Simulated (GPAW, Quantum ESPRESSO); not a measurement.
Consider LiRh (P-6m2).

```
Rh Li
1.0
     2.65230    0.00000    0.00000
    -1.32615    2.29696    0.00000
     0.00000    0.00000    4.32660
Rh Li
1 1
Direct
  0.66667 0.33333 0.00000
  0.00000 0.00000 0.50000
```

Absorber: atom 1, with 6 Li at 2.65 Å and 6 Rh at 2.65 Å (anticuboctahedral, as in hcp, site symmetry -6m2). Method: GPAW, LDA, excited-electron core hole (neutral cell), 16-atom cell with 6.3 Å between holes, 4×4×4 k points, dipole transitions, Gaussian full width 2.13 eV up to 4 eV, rising linearly to 3.5 eV at 25 eV.

Q: Where do the maxima of the Rh L₃ edge fall?

Main maxima up to 30 eV above the zero (height): 1.2 eV (1.75), 8.6 eV (1.05) and 12.8 eV (1.20). At an L edge the dipole rule selects empty d (and weakly s) states on the absorber, and the strong line at the onset measures the empty part of its d band. 

The Rh L₃ spectrum (energy from the lowest empty level; intensity scaled to a mean of 1 over the first 20 eV; polarised curves are means over the symmetry-equivalent atoms):

```
E (eV)  isotropic  ε ⊥ c  ε ∥ c
  -2.0       0.04   0.05   0.02
  -1.5       0.14   0.17   0.08
  -1.0       0.37   0.45   0.20
  -0.5       0.75   0.93   0.39
   0.0       1.21   1.50   0.62
   0.5       1.57   1.95   0.81
   1.0       1.74   2.13   0.95
   1.5       1.71   2.04   1.04
   2.0       1.58   1.82   1.09
   2.5       1.39   1.55   1.08
   3.0       1.20   1.29   1.03
   3.5       1.03   1.07   0.94
   4.0       0.89   0.89   0.87
   4.5       0.79   0.77   0.83
   5.0       0.71   0.67   0.79
   5.5       0.64   0.59   0.73
   6.0       0.59   0.54   0.68
   6.5       0.61   0.57   0.71
   7.0       0.72   0.67   0.83
   7.5       0.87   0.81   1.01
   8.0       1.00   0.91   1.18
   8.5       1.05   0.94   1.26
   9.0       1.03   0.92   1.26
   9.5       0.98   0.87   1.20
  10.0       0.92   0.83   1.11
  10.5       0.90   0.83   1.05
  11.0       0.94   0.89   1.04
  11.5       1.03   0.99   1.10
  12.0       1.13   1.10   1.18
  12.5       1.19   1.17   1.24
  13.0       1.20   1.17   1.25
  13.5       1.15   1.12   1.20
  14.0       1.07   1.05   1.11
  14.5       1.00   0.99   1.02
  15.0       0.94   0.95   0.93
  15.5       0.90   0.93   0.85
  16.0       0.87   0.92   0.78
  16.5       0.85   0.92   0.71
  17.0       0.84   0.93   0.65
  17.5       0.82   0.94   0.59
  18.0       0.81   0.94   0.55
  18.5       0.79   0.93   0.53
  19.0       0.78   0.90   0.53
  19.5       0.76   0.86   0.55
  20.0       0.74   0.81   0.59
  20.5       0.73   0.77   0.64
  21.0       0.72   0.74   0.68
  21.5       0.72   0.72   0.72
  22.0       0.72   0.71   0.74
  22.5       0.73   0.72   0.75
  23.0       0.73   0.73   0.75
  23.5       0.74   0.74   0.75
  24.0       0.75   0.75   0.75
  24.5       0.76   0.76   0.77
  25.0       0.77   0.77   0.79
  25.5       0.79   0.78   0.82
  26.0       0.81   0.79   0.85
  26.5       0.82   0.79   0.87
  27.0       0.83   0.80   0.88
  27.5       0.83   0.80   0.88
  28.0       0.83   0.81   0.87
  28.5       0.83   0.81   0.86
  29.0       0.83   0.82   0.85
  29.5       0.84   0.83   0.86
  30.0       0.85   0.84   0.87
  30.5       0.86   0.85   0.89
  31.0       0.88   0.87   0.91
  31.5       0.90   0.89   0.94
  32.0       0.93   0.91   0.95
```

Only the L₃ part is meant: spin–orbit coupling of the core level isn't computed and the L₂ copy isn't added. The script folds with a Gaussian, whereas the core hole's own line is a Lorentzian, so the onset is too steep and the first peak too high. The holes are only 6.3 Å apart, so the shape is probably not converged with cell size; no larger cell was run here. The structure is a computed Materials Project entry and may be a hypothetical form.

[Banner, clock and machine lines of the logs are left out without a mark of their own.]

[Logs are printed without paths, hosts, clocks, repeated set-up lines and the standing remarks that a program may print on its own settings, such as how far it seeks lower states.]

[Hosts, paths, dates, database ids (printed as entryN), source tags and the programs' standing remarks are cut or masked in the printed files.]

[Lists of maxima count a maximum above −3 eV only where it reaches 4 % of the highest in the window and stands out from its surroundings by 2 % of it (1.5 % where it reaches 55 %); shoulders and weaker maxima are passed over, and of the rest the first, up to two pre-edge ones and the few strongest are named.]
